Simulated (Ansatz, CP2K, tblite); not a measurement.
# Codes compared on random packing of 23Li2O-77B2O3 (mol %) (59 atoms)

How near do other programs and methods come to a plane-wave reference for random packing of 23Li2O-77B2O3 (mol %) (59 atoms)? A plane-wave run serves as the reference.

Program: Ansatz 0.2.0. Level of theory: Kohn-Sham DFT, PBE, PAW, plane waves. Results are calculated unless marked as measured.

## (1) Starting point

The cell holds 59 atoms: 6 Li, 33 O and 20 B. Cell: a = 8.694 Å, b = 8.694 Å, c = 8.694 Å, α = 90.0°, β = 90.0°, γ = 90.0°. 59 atoms (6 Li, 33 O, 20 B) packed at random in a cube at 1.99 g/cm³ and pushed apart as soft spheres, cations and anions kept from their own kind; a start for melting by ab initio MD, not an equilibrated structure. Then every atom was moved at random, 0.02 Å r.m.s. a Cartesian component.

## (2) Plane-wave reference

The PAW files are the set soft_2.

Input file input.yaml:

```yaml
crystal:
  lattice:
    - [8.6935, 0.0, 0.0]
    - [0.0, 8.6935, 0.0]
    - [0.0, 0.0, 8.6935]
  atoms:
    - { symbol: Li, position: [0.38647, 0.02053, 0.40558] }
    - { symbol: Li, position: [0.46076, 0.47509, 0.12475] }
    - { symbol: Li, position: [0.18631, 0.98322, 0.05517] }
    - { symbol: Li, position: [0.90458, 0.212, 0.18686] }
    [... 49 atom lines left out ...]
    - { symbol: B, position: [0.12174, 0.29942, 0.9005] }
    - { symbol: B, position: [0.98473, 0.68417, 0.52748] }
    - { symbol: B, position: [0.27118, 0.36349, 0.31393] }
    - { symbol: B, position: [0.69211, 0.88979, 0.95582] }
    - { symbol: B, position: [0.01602, 0.1694, 0.61178] }
    - { symbol: B, position: [0.76525, 0.507, 0.53871] }
kpoints:
  mp_grid: { grid: [1, 1, 1] }
hamiltonian:
  xc: pbe
scf:
  occupations: { method: fermi_dirac, width: 0.05 }
output:
  forces: true
  eigenvalues: true
  populations: true
  stress: true
```

Run with:

```console
$ ansatz run input.yaml --threads 4 --pin off --max-ram 8192MiB --backend cpu --events-out ev --progress --plain --runs-dir out
```

Log:

```text
[...]
Pseudopotentials: kind: paw
Pseudopotential: Li, paw, valence charge 3, recommended cutoff 420 eV (normal), Li.paw.azcp
Pseudopotential: O, paw, valence charge 6, recommended cutoff 420 eV (normal), O.paw.azcp
Pseudopotential: B, paw, valence charge 3, recommended cutoff 420 eV (normal), B.paw.azcp
[... 5 lines on functional and potentials left out ...]
Crystal: 59 atoms, lattice volume = 657.028 Å³
Basis set: ecut = 420 eV, 12965 PW (Γ), exchange–correlation on 120×120×120 points (8 copies of the dense FFT grid, shifted against one another)
Bands: 197, of which v1, the nominal top of the filled ones, is band 138 counted from 1 (137 counted from 0)
Symmetry: 1 space group operations
Space group: P1 (ITA 1), of the structure as read, at distance tolerance 8.7e-5 Å
k-points: 1
[... 7 lines on functional and potentials left out ...]
Initial density: superposition of atomic densities (neutral atoms: chi_scale 0, normalization atom), corrected by the library's trained network
Initial wavefunctions: pseudopotential atomic-orbital guess
[...]
SCF iter   1: F=—  HF=-22982.120132 eV  |F-HF|=—  |Δ(HF+E_count)|=         —  Δρ=2.31e-2  dr2=4.98e0  ethr=1.77e-3  ⟨swp⟩=5.0  Hψ=753  notcnv=0  defer=36
preconditioner: auto → LDOS  [metal: Δε(μ)=0.031 eV  Ē_g=10.972 eV  σ=0.050 eV  W_gap=0.15  n_scr=146 (ndim 8)  ℏωp=23.5 eV  f_vac=0.032  D(μ)=44.26/eV (n_scr^D=460)  β→1.0]
[...]
SCF iter  14: F=—  HF=-22981.848024 eV  |F-HF|=—  |Δ(HF+E_count)|=   9.13e-8  Δρ=5.34e-6  dr2=2.09e-7  ethr=4.40e-10  ⟨swp⟩=1.0  Hψ=155  notcnv=0  defer=42
SCF iter  15: F=-22981.848024 eV  HF=-22981.848024 eV  |F-HF|=5.80e-8  |Δ(HF+E_count)|=   6.54e-9  Δρ=2.92e-6  dr2=7.40e-8  ethr=3.62e-11  ⟨swp⟩=10.0  Hψ=832  notcnv=0
SCF 1 converged in 15 iterations: F = -22981.848024 eV  dr2 = 7.40e-8
[...]
SCF converged after 15 iterations
Free energy (F): -22981.848024 eV
Harris-Foulkes:  -22981.848024 eV  (|F-HF|=5.80e-8)
Internal energy: -22981.457338 eV  (E = F + TS)
E sigma→0 (E₀):  -22981.652681 eV
Entropy (-TS):   -0.390686 eV (-6.622 meV/atom)
Fermi energy:    2.956918 eV
--- Per-component energies (eV) ---
[...]
Σ components = -22981.848024   (vs F -22981.848024, Δ=0.00e0)
--- Forces (eV/Å), atoms counted from 1 ---
  atom   1  Li     0.47643529     1.00700351    -0.41456366
  atom   2  Li    -0.16399316    -0.31731945    -0.00334061
  atom   3  Li     0.64181446     0.06415689    -0.04677473
  atom   4  Li     0.65608763     0.65152304    -0.11290776
[...]
atom  59  B      1.69502123    -5.95059065    -0.04382746
  max |Σ_I F_I| component: 1.21e-4 eV/Å
--- Stress (GPa, compression-positive) ---
      -26.665171      -1.055391      -0.197865
       -1.055393     -18.536753      -2.051855
       -0.197867      -2.051856     -23.278612
  P = ⅓ Tr σ = -22.8268 GPa (-228.268 kbar)
--- Band table (eV) ---
  k-point 0: bands = ["-42.4482", "-42.3318", "-42.1883", "-42.1449", [... 181 levels ...], "9.1168", "9.2259", "9.3929", "9.4967", "9.6722", "9.8597", "9.8904", "10.1134", "10.1720", "10.3026", "10.5197", "10.6953"]
--- Löwdin populations: 59 sites ---
  site symbol       q [e]
     0     Li      2.2575
     1     Li      2.2600
     2     Li      2.2499
[...]
58      B      2.4899
  spilling = 0.005835 (of n_electrons = 276.000000)
```

Wall time 5.2 s (4 threads of Arm Neoverse V2, shared host); peak memory 0.71 GiB.

The column dr2 measures how far the density is from self-consistency, as an energy; F and HF (Harris–Foulkes) agree once it is small.

Numbers from this run:

```yaml
free_energy: -22981.8480 eV
free_energy_per_atom: -389.5228 eV/atom
scf_cycles: 15
pressure: -22.83 GPa
r_m_s_force_component: 2.535 eV/Å
longest_force: 8.447 eV/Å
fermi_energy: 2.957 eV
levels_partly_filled_by_over_2_per_cent: 9
spilling_of_the_projection: 0.005835
```

Length of the force by element:

```csv
element,coordination,atoms,mean length of the force (eV/Å),spread,least,most
B,all,20,4.53,1.59,1.11,7.15
Li,all,6,0.885,0.296,0.357,1.19
O,all,33,4.15,1.76,1.40,8.45
```

Löwdin charges by element (they lack the spilled electrons, 0.027 e an atom on average):

```csv
element,coordination,atoms,mean charge (e),spread,least,most
B,all,20,0.436,0.129,0.151,0.590
Li,all,6,0.754,0.0138,0.74,0.777
O,all,33,-0.353,0.0776,-0.570,-0.208
```

The levels nearest the highest filled one (over half full), pooled over k-points and spins:

```csv
level less the highest filled one (eV),occupation
-0.237,2.00
-0.193,1.99
-0.120,1.95
-0.0906,1.91
-0.0413,1.77
0,1.54
0.0692,0.92
0.0725,0.887
0.0923,0.698
0.173,0.192
0.193,0.133
0.304,0.015
```

The run ends at a pressure of -22.83 GPa, with forces up to 8.4 eV/Å.

## (3) What was run beside it

The programs:
- CP2K 2026.2: Gaussian basis with GTH pseudopotentials and a plane-wave density; labels give functional, basis (MOLOPT sets; SR short-range, UZH the newer set with its own potentials), grid cutoff/relative cutoff and solver (OT: orbital transformation; TRS4, TC2, SIGN: linear-scaling purification with its sparsity filter), or its built-in tight binding.
- tblite 0.8.0: extended tight binding, driven from Python.

All use the same cell and atoms; the electronic-structure runs use the same k-mesh, and an electronic temperature of 580 K (0.05 eV) where levels are smeared.

Differences are against the plane-wave reference, forces as r.m.s. over components; share is that over the reference's r.m.s. force, slope the least-squares factor from reference forces to these. Total energies of different programs have different zeros and aren't compared.

```csv
run,"Δ force, r.m.s. (meV/Å)",share (%),slope,Δ pressure (GPa),cores,CPU time,memory (GiB)
reference,-,-,-,-,4,19 s,0.71
"CP2K PBE, DZVP-MOLOPT-SR, 800/20 Ry, diagonalisation (coarse)",70.5,2.78,0.985,0.905,4,7.2 min,3.3
"CP2K PBE, DZVP-MOLOPT-SR, 800/50 Ry, diagonalisation",68.2,2.69,0.986,0.741,4,12 min,3.3
"CP2K PBE, SZV-MOLOPT-SR, 800/50 Ry, diagonalisation (coarse)",975,38.5,0.774,12.0,2,9.3 min,2.4
tblite GFN1-xTB,589,23.2,1.125,-4.46,1,2.6 s,0.1
```

Rows marked coarse were listed beforehand as settings not expected to be converged; some can still land near the reference.

CPU time is summed over cores on a shared host, where runs went side by side, so it is rough. Symmetry, cutoffs, thresholds, outputs and thread counts weren't matched or tuned between programs; memory under MPI is the largest rank's times the ranks.

Runs without a result: CP2K GFN1-xTB, diagonalisation (not converged, the SCF not settling).

Mean charges by element (e), by run and scheme:

```csv
run,scheme,Li,O,B
reference,Löwdin,+0.75,-0.35,+0.44
"CP2K PBE, DZVP-MOLOPT-SR, 800/50 Ry, diagonalisation",Mulliken,+0.58,-0.30,+0.32
"CP2K PBE, DZVP-MOLOPT-SR, 800/50 Ry, diagonalisation",Hirshfeld,+0.15,-0.18,+0.26
tblite GFN1-xTB,Mulliken,+0.20,-0.42,+0.62
```

The reference's Löwdin charges lack the electrons that the projection spills, 0.027 e an atom on average.

Within one program, basis, potentials and functional, energies share a zero. Each run against its twin at the usual cutoff or grid and solver:

```csv
run,twin,Δ energy (meV/atom),"Δ force, r.m.s. (meV/Å)",CPU time over the twin's
"CP2K PBE, DZVP-MOLOPT-SR, 800/20 Ry, diagonalisation","DZVP-MOLOPT-SR, 800/50 Ry, diagonalisation",-1.42,18.0,0.59
```

## (4) What came out

```json
{
  "reference r.m.s. force component": "2.54 eV/Å",
  "nearest in forces": "CP2K PBE, DZVP-MOLOPT-SR, 800/50 Ry, diagonalisation, 2.7 %",
  "farthest in forces": "CP2K PBE, SZV-MOLOPT-SR, 800/50 Ry, diagonalisation (coarse), 38 %",
  "cheapest electronic-structure run beside the reference": "tblite GFN1-xTB, 2.6 s of CPU time"
}
```

The PBE run in local orbitals, coarse settings apart, differs by 2.7 % (CP2K PBE, DZVP-MOLOPT-SR, 800/50 Ry, diagonalisation); basis, grid and potentials can all enter. Tight binding differs by 23 % (tblite GFN1-xTB); it is another model, with fitted parameters of its own, and the xTB methods hold dispersion. CP2K PBE, SZV-MOLOPT-SR, 800/50 Ry, diagonalisation needed 92 SCF steps, so its time overstates the method's usual cost. Runs with settings chosen to be coarse differ by 2.8 % (CP2K PBE, DZVP-MOLOPT-SR, 800/20 Ry, diagonalisation) to 38 % (CP2K PBE, SZV-MOLOPT-SR, 800/50 Ry, diagonalisation), their programs' other errors included. One electronic-structure run takes under half the reference's CPU time: tblite GFN1-xTB, at 23 % in 2.6 s against 19 s; its pressure misses by -4.5 GPa. In pressure, CP2K PBE, SZV-MOLOPT-SR, 800/50 Ry, diagonalisation misses by +12.0 GPa, at the same functional. Charges hang on model, scheme and program or settings: among these rows the mean for Li runs from +0.15 to +0.75 e. In the reference: 9 levels are partly filled, by over 2 % (at Γ alone): at this level the cell shows no clear gap. Levels of broken or missing bonds inside a gap of the host would look the same. In the reference: mean Löwdin charges: B +0.44, Li +0.75, O -0.35 e (they miss 0.58 % of the electrons, so they add up to more than the cell's charge). Periodic xTB results under one method name differ between programs and library versions. The reference's stress is far from hydrostatic: its diagonal is -26.7, -18.5, -23.3 GPa, compression counted positive. The reference's pressure of -23 GPa belongs to a cell and atoms that aren't relaxed at this level. The electronic-structure runs sample only Γ, in a cell whose shortest periodic width is 9 Å, which is coarse for a cell with partly filled levels.

[Also dropped from logs without a mark: logging warnings of Python, and SIESTA's first energy breakdown and zero terms.]

[Logs are printed without paths, hosts, clocks, repeated set-up lines and the standing remarks that a program may print on its own settings, such as how far it seeks lower states.]

[Hosts, paths, dates, database ids (printed as entryN), source tags and the programs' standing remarks are cut or masked in the printed files.]
